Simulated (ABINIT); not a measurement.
An input for ABINIT 10.8.3 (PtSe2 (P-3m1)):

```
acell 3*1.0 Angstrom
rprim 
  3.717306547987 0.000000000003 0.000000000000
  -1.858653273996 3.219281904210 0.000000000000
  0.000000000000 0.000000000000 5.820074020000
ntypat 2
znucl 78 34
natom 3
typat 1 2 2
xred 
  0.000000000000 0.000000000000 0.000000000000
  0.666666666667 0.333333333333 0.774611840000
  0.333333333333 0.666666666667 0.225388160000
pp_dirpath "pseudos"
pseudos "Pt.upf, Se.upf"
ecut 48
ngkpt 3 3 2
nshiftk 1
shiftk 0 0 0
kptopt 1
chksymbreak 0
istwfk *1
occopt 1
irdwfk 1
optdriver 4
nband 128
gwcalctyp 10
ecutsigx 48
symsigma 1
nkptgw 6
kptgw 
  0.0000000000 0.0000000000 0.0000000000
  0.3333333333 0.0000000000 0.0000000000
  0.3333333333 0.3333333333 0.0000000000
  0.0000000000 0.0000000000 0.5000000000
  0.3333333333 0.0000000000 0.5000000000
  0.3333333333 0.3333333333 0.5000000000
bdgw 
  25 39
  25 39
  25 39
  25 39
  25 39
  25 39
ecuteps 3.9
irdscr 1
ppmodel 1
irdqps 1
indata_prefix "in"
outdata_prefix "out"
tmpdata_prefix "tmp"
```

```sh
OMP_NUM_THREADS=1 mpirun -n 8 abinit run.abi > log
```

How long will it take on 8 MPI ranks of Arm Neoverse V2, shared host, and how much memory?

It took 27 s; on shared hardware allow 14 s to 54 s. Peak host memory was 2.9 GiB.

[Paths, hosts, dates, memory and timing lines, banners, echoed tables and standing remarks are left out of the program output.]

[Logs are printed without paths, hosts, clocks, repeated set-up lines and the standing remarks that a program may print on its own settings, such as how far it seeks lower states.]

[Runs of the session that timed out or met a known fault of the program may be left out.]

[Hosts, paths, dates, database ids (printed as entryN), source tags and the programs' standing remarks are cut or masked in the printed files.]

[G0W0 gaps are taken among the corrected bands and points alone; a level outside them can change the order at an edge.]

[Where Ansatz stands beside ABINIT at settings called matched, ABINIT's density can come from a denser mesh and the files from another edition; pairs whose starting gaps differed by over 0.03 eV were left out, so agreement reads better than it is.]
